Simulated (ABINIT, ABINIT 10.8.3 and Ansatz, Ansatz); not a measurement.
# Selenium (P3_121, 3 atoms a cell): Bethe-Salpeter spectra with ABINIT

Wanted: excitons and ε₂ of Selenium (P3_121, 3 atoms a cell), with cost.

Program: ABINIT 10.8.3 and Ansatz 0.2.0. Level of theory: PBE and many-body steps on it, plane waves. Results are calculated unless marked as measured.

## Step 1: Set-up

Symmetry: P3_121, No. 152, trigonal system. Conventional cell: a = 4.366 Å, b = 4.366 Å, c = 4.954 Å, α = 90.00°, β = 90.00°, γ = 120.00°. Se has 2 Se at 2.37 Å nearest.

The cell and positions come from the Crystallography Open Database and are kept as given unless a step says otherwise.

## Step 2: Empty states on the mesh, 3×3×2 mesh, 119 bands

This step: ABINIT 10.8.3; DFT, PBE, plane waves, norm-conserving pseudopotentials.

The sums over transitions need many empty states on a uniform mesh; this step solves for them.

run.abi

```
acell 3*1.0 Angstrom
rprim 
  4.366199999998 0.000000000000 0.000000000000
  -2.183099999999 3.781240118002 0.000000000000
  0.000000000000 0.000000000000 4.953600000000
ntypat 1
znucl 34
natom 3
typat 1 1 1
xred 
  0.225400000000 -0.000000000000 0.333333333333
  -0.000000000000 0.225400000000 0.666666666667
  0.774600000000 0.774600000000 0.000000000000
pp_dirpath "pseudos"
pseudos "Se.upf"
ecut 48
ngkpt 3 3 2
nshiftk 1
shiftk 0 0 0
kptopt 1
chksymbreak 0
iscf -2
irdden 1
istwfk *1
nband 119
nbdbuf 10
tolwfr 1e-09
nstep 60
prtvol 0
indata_prefix "in"
outdata_prefix "out"
tmpdata_prefix "tmp"
```

The run is started by

```sh
$ OMP_NUM_THREADS=1 mpirun -n 8 abinit run.abi > log
```

Numbers of over 12 decimals in the logs are rounded to 6 here.

The log of the run:

```text
.Version 10.8.3 of ABINIT. v10.8.2 released Aug 2026.

 Symmetries : space group P3_1 2 1 (#152); Bravais hP (primitive hexag.)
[... echo of the input left out ...]
== DATASET  1 ==================================================================
-   mpi_nproc: 8, omp_nthreads: 1 (-1 if OMP is not activated)
-    --> not optimal distribution: autoparal keyword recommended in input file <--

--- !DatasetInfo
iteration_state: {dtset: 1, }
dimensions: {natom: 3, nkpt: 6, mband: 119, nsppol: 1, nspinor: 1, nspden: 1, mpw: 8799, }
cutoff_energies: {ecut:  48.0, pawecutdg:  -1.0, }
[...]
1.66082    1.66082    1.71073    1.74359    1.79828    1.79828    1.80936    1.80937
   1.83400    1.83696    1.84662    1.84663    1.84901    1.88812    1.88813    1.88973
   2.05285    2.05287    2.10787    2.10820    2.11903    2.14217    2.14598
 prteigrs : prtvol=0 or 1, do not print more k-points.

== END DATASET(S) ==============================================================
================================================================================

 -outvars: echo values of variables after computation  --------
            nband         119
             nkpt           6
          spgroup         152
 [... the other variables as echoed above ...]

 Calculation completed.
```

Elapsed: 35 s, on 8 MPI ranks of Intel Xeon Platinum 8488C (Sapphire Rapids), shared host; peak memory 0.8 GiB; 4.6 min of CPU time.

Numbers from this step:

```yaml
gap: 1.265 eV
k_of_the_valence_top: 0.3333, 0.3333, 0.5
k_of_the_conduction_bottom: 0.3333, 0.3333, 0.5
least_direct_gap: 1.265 eV
k_points_computed: 6
lowest_point_of_the_top_converged_band_above_the_valence_top: 45.70 eV
```

On this mesh the gap is 1.265 eV.

The density comes from a self-consistent run that is not shown.

## Step 3: Screening, 3×3×2 mesh, 109 bands, screening to 119.7 eV

The RPA dielectric matrix is built and inverted for each q.

This step: RPA screening on PBE, plane waves, norm-conserving pseudopotentials.

run.abi, as its differences from that of step 2:

```diff
@@ -21,10 +21,11 @@
 chksymbreak 0
-iscf -2
-irdden 1
 istwfk *1
-nband 119
-nbdbuf 10
-tolwfr 1e-09
-nstep 60
-prtvol 0
+occopt 1
+irdwfk 1
+optdriver 3
+nband 109
+ecuteps 4.4
+inclvkb 2
+awtr 1
+symchi 1
 indata_prefix "in"
```

The log of the run:

```text
.Version 10.8.3 of ABINIT. v10.8.2 released Aug 2026.

 Symmetries : space group P3_1 2 1 (#152); Bravais hP (primitive hexag.)
[... echo of the input left out ...]
== DATASET  1 ==================================================================
-   mpi_nproc: 8, omp_nthreads: 1 (-1 if OMP is not activated)

--- !DatasetInfo
iteration_state: {dtset: 1, }
dimensions: {natom: 3, nkpt: 6, mband: 109, nsppol: 1, nspinor: 1, nspden: 1, mpw: 8799, }
cutoff_energies: {ecut:  48.0, pawecutdg:  -1.0, }
[...]
--------------------------------------------------------------------------------
[... chi0 elements left out ...]
 For q-point:  0.000010 0.000020 0.000030
  dielectric constant =  15.6591
  dielectric constant without local fields =  17.8171

  Average fulfillment of the sum rule on Im[epsilon] for q-point    1 :     26.02  [%]
[... wings left out ...]
  q-point number  2        q = ( 0.333333, 0.000000, 0.000000) [r.l.u.]
--------------------------------------------------------------------------------
[... chi0 elements left out ...]
  Average fulfillment of the sum rule on Im[epsilon] for q-point    2 :     28.69  [%]

 [... 4 further q-points ...]
```

It took 32 s on 8 MPI ranks; peak memory 3.1 GiB; 4.2 min of CPU time.

This step gave:

| Property | Result |
| --- | --- |
| ε∞ with local fields, on this mesh, along the program's q direction | 15.66 |
| the same without local fields | 17.82 |
| plasma frequency | 34.84 eV |
| plane waves in the screening matrix | 237 |

Local fields lower ε∞ by 12 %. On a Γ-centred mesh this coarse the value itself is usually too large, while a short band sum pulls it down.

## Step 4: Self-energy, 3×3×2 mesh, 109 bands, screening to 119.7 eV

The self-energy is evaluated for the states that the input lists, and the levels follow from it, in one-shot runs by the linearised quasiparticle equation.

This step: G0W0 on PBE, plane waves, norm-conserving pseudopotentials.

run.abi, as its differences from that of step 3:

```diff
@@ -24,8 +24,17 @@
 irdwfk 1
-optdriver 3
+optdriver 4
 nband 109
+gwcalctyp 0
+ecutsigx 48
+symsigma 1
+nkptgw 2
+kptgw 
+  0.3333333333 0.3333333333 0.5000000000
+  0.0000000000 0.0000000000 0.0000000000
+bdgw 
+  35 39
+  34 38
 ecuteps 4.4
-inclvkb 2
-awtr 1
-symchi 1
+irdscr 1
+ppmodel 1
 indata_prefix "in"
```

The log of the run:

```text
.Version 10.8.3 of ABINIT. v10.8.2 released Aug 2026.

 Symmetries : space group P3_1 2 1 (#152); Bravais hP (primitive hexag.)
[... echo of the input left out ...]
== DATASET  1 ==================================================================
-   mpi_nproc: 8, omp_nthreads: 1 (-1 if OMP is not activated)

--- !DatasetInfo
iteration_state: {dtset: 1, }
dimensions: {natom: 3, nkpt: 6, mband: 109, nsppol: 1, nspinor: 1, nspden: 1, mpw: 8799, }
cutoff_energies: {ecut:  48.0, pawecutdg:  -1.0, }
[...]
Band     E0 <VxcDFT>   SigX SigC(E0)      Z dSigC/dE  Sig(E)    E-E0       E
[...]
37   6.177 -14.122  -9.738  -3.495   0.785  -0.274 -13.424   0.698   6.875
       38   6.177 -14.122  -9.738  -3.495   0.785  -0.274 -13.424   0.698   6.875

== END DATASET(S) ==============================================================
================================================================================

 -outvars: echo values of variables after computation  --------
           etotal      0.0000000000E+00
            nband         109
             nkpt           6
          spgroup         152
 [... the other variables as echoed above ...]

 Calculation completed.
```

Run time: 5.7 s. Hardware: 8 MPI ranks; peak memory 1.7 GiB.

Numbers from this step:

* G0W0 gap on the points computed: 1.915 eV
* starting gap on the mesh: 1.265 eV
* k of the valence top: 0.3333, 0.3333, 0.5
* k of the conduction bottom: 0.3333, 0.3333, 0.5
* least direct G0W0 gap on the computed points: 1.915 eV

The gap on the mesh goes from 1.27 eV to 1.92 eV, a correction of +0.65 eV.

The gap opens by 0.650 eV; the next steps shift the empty bands rigidly by 0.650 eV.

## Step 5: Excitons

Optical absorption needs the electron-hole interaction, solved here in a basis of vertical transitions on the mesh.

This step: Bethe-Salpeter equation on PBE with a scissors shift, plane waves, norm-conserving pseudopotentials.

run.abi, as its differences from that of step 4:

```diff
@@ -24,17 +24,17 @@
 irdwfk 1
-optdriver 4
-nband 109
-gwcalctyp 0
-ecutsigx 48
-symsigma 1
-nkptgw 2
-kptgw 
-  0.3333333333 0.3333333333 0.5000000000
-  0.0000000000 0.0000000000 0.0000000000
-bdgw 
-  35 39
-  34 38
-ecuteps 4.4
+optdriver 99
+bs_calctype 1
+mbpt_sciss 0.650 eV
+bs_loband 31
+nband 40
+bs_exchange_term 1
+bs_coulomb_term 11
+bs_coupling 0
+bs_algorithm 1
+bs_freq_mesh 0 8 0.05 eV
+zcut 0.15 eV
+ecuteps 4
+ecutwfn 24
+inclvkb 2
 irdscr 1
-ppmodel 1
 indata_prefix "in"
```

The log of the run:

```text
.Version 10.8.3 of ABINIT. v10.8.2 released Aug 2026.

 Symmetries : space group P3_1 2 1 (#152); Bravais hP (primitive hexag.)
[... echo of the input left out ...]
== DATASET  1 ==================================================================
-   mpi_nproc: 8, omp_nthreads: 1 (-1 if OMP is not activated)

--- !DatasetInfo
iteration_state: {dtset: 1, }
dimensions: {natom: 3, nkpt: 6, mband: 40, nsppol: 1, nspinor: 1, nspden: 1, mpw: 3126, }
cutoff_energies: {ecut:  24.0, pawecutdg:  -1.0, }
electrons: {nelect:   7.20000000E+01, charge:   0.00000000E+00, occopt:   1.00000000E+00, tsmear:   1.00000000E-02, }

 Exciton: Calculation of dielectric properties by solving the Bethe-Salpeter equation
 in frequency domain and reciprocal space on a transitions basis set.
 Based on a program developed by L. Reining, V. Olevano, F. Sottile,
 S. Albrecht, and G. Onida. Incorporated in ABINIT by M. Giantomassi.

.Using double precision arithmetic ; gwpc =  8

[... cell and pseudopotentials left out ...]
--------------------------------------------------------------------------------

 ==== K-mesh for the wavefunctions ====
 Number of points in the irreducible wedge :     6
[... list of points left out ...]
 Together with  6 symmetry operations and time-reversal symmetry
 yields    18 points in the full Brillouin Zone.

 ==== Q-mesh for the screening function ====
 Number of points in the irreducible wedge :     6
[... list of points left out ...]
 Together with  6 symmetry operations and time-reversal symmetry
 yields    18 points in the full Brillouin Zone.

 vcoul_init : cutoff-mode = AUXILIARY_FUNCTION
 q-points for optical limit:   1
     1)      0.000010    0.000020    0.000030
 setmesh: FFT mesh size selected  =    24x   24x   30
          total number of points  =        17280

 ==== Fundamental parameters for the solution of the Bethe-Salpeter equation: ====
 Algorithm: Direct diagonalization.
 Dimension of the v, W matrices,  npweps  = 225
 Cutoff for the wavefunctions,    npwwfn  = 3063
 Number of k-points in the IBZ,   nkibz   = 6
 Highest empty band included,     nband   = 40
 === Spin UP ===
 Number of resonant transitions          432
 Lowest occupied state                   31
 Highest occupied state                  36
 Lowest unoccupied state                 37
 Highest unoccupied state                40
 Minimum frequency [eV]           Emin    =   0.00
 Maximum frequency [eV]           Emax    =   8.00
 Frequency step [eV]              dE      =   0.05
 Lorentzian broadening [eV]       eta     =   0.15
 RPA L0 with KS energies and KS wavefunctions
 Scissors operator energy [eV] =          0.65
 Local fields effects (v term) included
 Excitonic effects (W term) included
 Full W_GG' included
 W is read from an external SCR file
 Resonant-only calculation (Hermitian case)

 Calculating epsilon_Macro(q-->0,w), along the following directions:
 q = (  1.137243  0.000000  0.000000) [r.l.u.]
 q = (  0.000000  1.137243  0.000000) [r.l.u.]
 q = (  0.000000  0.000000  1.489841) [r.l.u.]
 q = (  1.313175 -0.656588  0.000000) [r.l.u.]
 q = (  0.000000  1.137243  0.000000) [r.l.u.]
 q = (  0.000000  0.000000  1.489841) [r.l.u.]
 Number of electrons calculated from density =   71.3297; Expected =   72.0000
 average of density, n =  0.129245
 r_s =    1.2270
 omega_plasma =   34.6787 [eV]

. Writing resonant excitonic Hamiltonian on file out_BSR; file size=   0.00 [Gb].
 Direct diagonalization of the resonant excitonic Hamiltonian, Matrix size= 432
. Using LAPACK sequential version.
 Excitonic eigenvalues in eV up to n=   32
   1.72697   1.72853   1.74247   1.74322   2.44093   2.50789   2.74352   2.75562
   2.76026   2.76939   2.77832   2.79216   2.79927   2.80247   2.80684   2.82155
   2.87417   3.02331   3.20427   3.21128   3.21526   3.21762   3.26878   3.26897
   3.29454   3.29919   3.30342   3.32149   3.33355   3.34826   3.35014   3.35208

 First excitonic eigenvalue=    1.73 [eV]
 Last  excitonic eigenvalue=   12.92 [eV]

 GW  direct gap       1.92  0.00 [eV]
 EXC direct gap       1.73  0.00 [eV]
 EXC binding energy   0.19  0.00 [eV]

 Excitonic eigenvalues up to the GW energy gap [eV]
  1 (  1.73  0.00)
  2 (  1.73  0.00)
  3 (  1.74  0.00)
  4 (  1.74  0.00)

 Macroscopic dielectric function:
 omega [eV] <KS_RPA_nlf>  <GW_RPA_nlf>  <BSE>
   0.0000  16.8863   0.0000  13.2810   0.0000  14.0035   0.0000
   0.0500  16.8972   0.0682  13.2850   0.0242  14.0088   0.0321
   0.1000  16.9299   0.1374  13.2969   0.0485  14.0245   0.0645
   0.1500  16.9849   0.2086  13.3168   0.0732  14.0508   0.0973
   0.2000  17.0629   0.2829  13.3448   0.0982  14.0880   0.1309
   0.2500  17.1650   0.3615  13.3811   0.1239  14.1362   0.1655
   0.3000  17.2926   0.4460  13.4259   0.1504  14.1958   0.2014
   0.3500  17.4476   0.5379  13.4795   0.1778  14.2673   0.2389
   0.4000  17.6322   0.6394  13.5422   0.2063  14.3513   0.2783
   0.4500  17.8496   0.7533  13.6144   0.2363  14.4483   0.3202

 Writing KS-RPA macroscopic dielectric function without local fields to file: out_RPA_NLF_MDF
 Writing GW-RPA macroscopic dielectric function without local fields to file: out_GW_NLF_MDF
 Writing EXC Macroscopic dielectric function to file: out_EXC_MDF

== END DATASET(S) ==============================================================
================================================================================

 -outvars: echo values of variables after computation  --------
           etotal      0.0000000000E+00
            nband          40
             nkpt           6
          spgroup         152
 [... the other variables as echoed above ...]

 Calculation completed.
```

Wall time 6 s (8 MPI ranks); peak memory 0.92 GiB; 46 s of CPU time.

This step gave:

- direct gap of the transition levels: 1.915 eV
- transitions in the window: 432
- first strong exciton (over a fiftieth of the strongest listed): 1.727 eV
- lowest state: 1.727 eV
- binding of the lowest state below the direct gap: 0.1880 eV
- Coulomb term of one mesh cell: 0.2296 eV

The binding is 0.82 times the screened Coulomb term of one mesh cell (0.23 eV), so it is not shown settled.

The lowest state lies at 1.727 eV, 0.188 eV under the direct gap.

Lines within 3 meV are set at the lowest of them, and the highest group, which the list may cut short, is left out. Lines of the exciton spectrum (strongest = 100):

```tsv
position (eV)	lines merged	oscillator strength, relative
1.727	2	100
1.742	2	3.7
2.441	1	77
2.508	1	5.7
2.744	1	6.5
2.756	1	1.6
2.760	1	0.6
2.769	1	6.2
2.778	1	2.6
2.792	1	0.4
2.799	1	2.8
2.803	1	2.9
2.807	1	3.6
```

The ε₂ has structure finer than the step of the table below, so its rows give means over 0.2 eV, whole bins alone (the curve runs from 0 to 7.95 eV). Peaks (eV: height): BSE 1.75: 23.3, 2.45: 20.9, 3.35: 30.1; no electron-hole interaction 1.90: 23.2, 2.70: 17.9, 3.60: 30.3, 6.40: 7.15; Kohn-Sham, no shift 1.25: 23.1, 2.05: 17.8, 2.95: 30.3, 5.75: 7.14.

Mean over the three Cartesian directions of q; broadening 0.15 eV; transition window only. Limits: finite bands, cutoff and mesh; no spin-orbit coupling; coarse k mesh; exciton not shown settled in the k mesh. The ε₂ by photon energy; means over each step:

```tsv
photon energy (eV)	BSE	no electron-hole interaction	Kohn-Sham, no shift
0.2	0.132	0.0987	0.286
0.4	0.280	0.207	0.649
0.6	0.469	0.339	1.23
0.8	0.743	0.516	2.48
1.0	1.20	0.781	6.38
1.2	2.14	1.24	18.5
1.4	4.76	2.21	14.4
1.6	14.5	5.00	6.41
1.8	18.9	15.3	7.64
2.0	8.32	17.8	15.7
2.2	8.59	7.37	12.8
2.4	17.9	6.68	10.2
2.6	14.4	14.0	10.3
2.8	11.3	14.2	22.0
3.0	10.0	10.9	28.9
3.2	20.3	9.43	18.1
3.4	27.8	18.3	13.8
3.6	17.2	29.2	13.7
3.8	10.9	21.4	10.6
4.0	11.2	13.8	7.53
4.2	9.55	13.9	7.41
4.4	6.41	11.8	6.14
4.6	6.48	8.03	5.73
4.8	5.66	7.42	3.38
5.0	4.66	6.38	2.86
5.2	3.14	6.05	2.60
5.4	2.04	3.94	2.90
5.6	1.86	2.81	5.27
5.8	1.87	2.78	7.00
6.0	3.29	2.61	6.69
6.2	4.52	4.57	4.61
6.4	4.67	6.88	5.09
6.6	3.87	6.88	6.12
6.8	3.37	5.14	4.84
7.0	4.42	4.62	4.12
7.2	3.78	6.20	3.46
7.4	2.96	5.12	3.55
7.6	2.40	4.37	3.39
7.8	2.73	3.49	3.21
```

## Step 6: Triplet (no exchange term)

run.abi, as its differences from that of step 5:

```diff
@@ -27,5 +27,5 @@
 mbpt_sciss 0.650 eV
-bs_loband 31
-nband 40
-bs_exchange_term 1
+bs_loband 33
+nband 39
+bs_exchange_term 0
 bs_coulomb_term 11
@@ -33,3 +33,3 @@
 bs_algorithm 1
-bs_freq_mesh 0 8 0.05 eV
+bs_freq_mesh 0 6 0.05 eV
 zcut 0.15 eV
```

The log of the run:

```text
.Version 10.8.3 of ABINIT. v10.8.2 released Aug 2026.

 Symmetries : space group P3_1 2 1 (#152); Bravais hP (primitive hexag.)
[... echo of the input left out ...]
== DATASET  1 ==================================================================
-   mpi_nproc: 8, omp_nthreads: 1 (-1 if OMP is not activated)

--- !DatasetInfo
iteration_state: {dtset: 1, }
dimensions: {natom: 3, nkpt: 6, mband: 39, nsppol: 1, nspinor: 1, nspden: 1, mpw: 3126, }
cutoff_energies: {ecut:  24.0, pawecutdg:  -1.0, }
electrons: {nelect:   7.20000000E+01, charge:   0.00000000E+00, occopt:   1.00000000E+00, tsmear:   1.00000000E-02, }

 Exciton: Calculation of dielectric properties by solving the Bethe-Salpeter equation
 in frequency domain and reciprocal space on a transitions basis set.
 Based on a program developed by L. Reining, V. Olevano, F. Sottile,
 S. Albrecht, and G. Onida. Incorporated in ABINIT by M. Giantomassi.

.Using double precision arithmetic ; gwpc =  8

[... cell and pseudopotentials left out ...]
--------------------------------------------------------------------------------

 ==== K-mesh for the wavefunctions ====
 Number of points in the irreducible wedge :     6
[... list of points left out ...]
 Together with  6 symmetry operations and time-reversal symmetry
 yields    18 points in the full Brillouin Zone.

 ==== Q-mesh for the screening function ====
 Number of points in the irreducible wedge :     6
[... list of points left out ...]
 Together with  6 symmetry operations and time-reversal symmetry
 yields    18 points in the full Brillouin Zone.

 vcoul_init : cutoff-mode = AUXILIARY_FUNCTION
 q-points for optical limit:   1
     1)      0.000010    0.000020    0.000030
 setmesh: FFT mesh size selected  =    24x   24x   30
[...]
Number of electrons calculated from density =   71.3297; Expected =   72.0000
 average of density, n =  0.129245
 r_s =    1.2270
 omega_plasma =   34.6787 [eV]

. Writing resonant excitonic Hamiltonian on file out_BSR; file size=   0.00 [Gb].
 Direct diagonalization of the resonant excitonic Hamiltonian, Matrix size= 216
. Using LAPACK sequential version.
 Excitonic eigenvalues in eV up to n=   32
   1.61552   1.62128   1.72517   1.72596   2.34267   2.49760   2.62313   2.63485
   2.71246   2.71891   2.72461   2.73791   2.74410   2.75524   2.76616   2.77957
   2.83456   2.92170   3.08569   3.08900   3.14014   3.14916   3.18248   3.19421
   3.23571   3.25397   3.26092   3.26727   3.27696   3.28582   3.31030   3.32058

 First excitonic eigenvalue=    1.62 [eV]
 Last  excitonic eigenvalue=    8.14 [eV]

 GW  direct gap       1.92  0.00 [eV]
 EXC direct gap       1.62  0.00 [eV]
 EXC binding energy   0.30  0.00 [eV]

 Excitonic eigenvalues up to the GW energy gap [eV]
  1 (  1.62  0.00)
  2 (  1.62  0.00)
  3 (  1.73  0.00)
  4 (  1.73  0.00)

 Macroscopic dielectric function:
 omega [eV] <KS_RPA_nlf>  <GW_RPA_nlf>  <BSE>
   0.0000  15.6310   0.0000  12.1352   0.0000  13.8878   0.0000
   0.0500  15.6418   0.0678  12.1391   0.0239  13.8938   0.0374
   0.1000  15.6743   0.1366  12.1508   0.0479  13.9121   0.0751
[...]
0.4000  16.3724   0.6360  12.3930   0.2038  14.2930   0.3266
   0.4500  16.5885   0.7494  12.4643   0.2334  14.4066   0.3766

 Writing KS-RPA macroscopic dielectric function without local fields to file: out_RPA_NLF_MDF
 Writing GW-RPA macroscopic dielectric function without local fields to file: out_GW_NLF_MDF
 Writing EXC Macroscopic dielectric function to file: out_EXC_MDF

== END DATASET(S) ==============================================================
================================================================================

 -outvars: echo values of variables after computation  --------
           etotal      0.0000000000E+00
            nband          39
             nkpt           6
          spgroup         152
 [... the other variables as echoed above ...]

 Calculation completed.
```

The job ended after 3.4 s (8 MPI ranks; peak memory 0.92 GiB).

The lowest triplet lies at 1.616 eV; without spin-orbit coupling triplets are dark, so no spectrum is read.

(Part 1 of 3 ends here.)

[Paths, hosts, dates, memory and timing lines, banners, echoed tables and standing remarks are left out of the program output.]

[Logs are printed without paths, hosts, clocks, repeated set-up lines and the standing remarks that a program may print on its own settings, such as how far it seeks lower states.]

[Runs of the session that timed out or met a known fault of the program may be left out.]

[Hosts, paths, dates, database ids (printed as entryN), source tags and the programs' standing remarks are cut or masked in the printed files.]

[G0W0 gaps are taken among the corrected bands and points alone; a level outside them can change the order at an edge.]

[Where Ansatz stands beside ABINIT at settings called matched, ABINIT's density can come from a denser mesh and the files from another edition; pairs whose starting gaps differed by over 0.03 eV were left out, so agreement reads better than it is.]
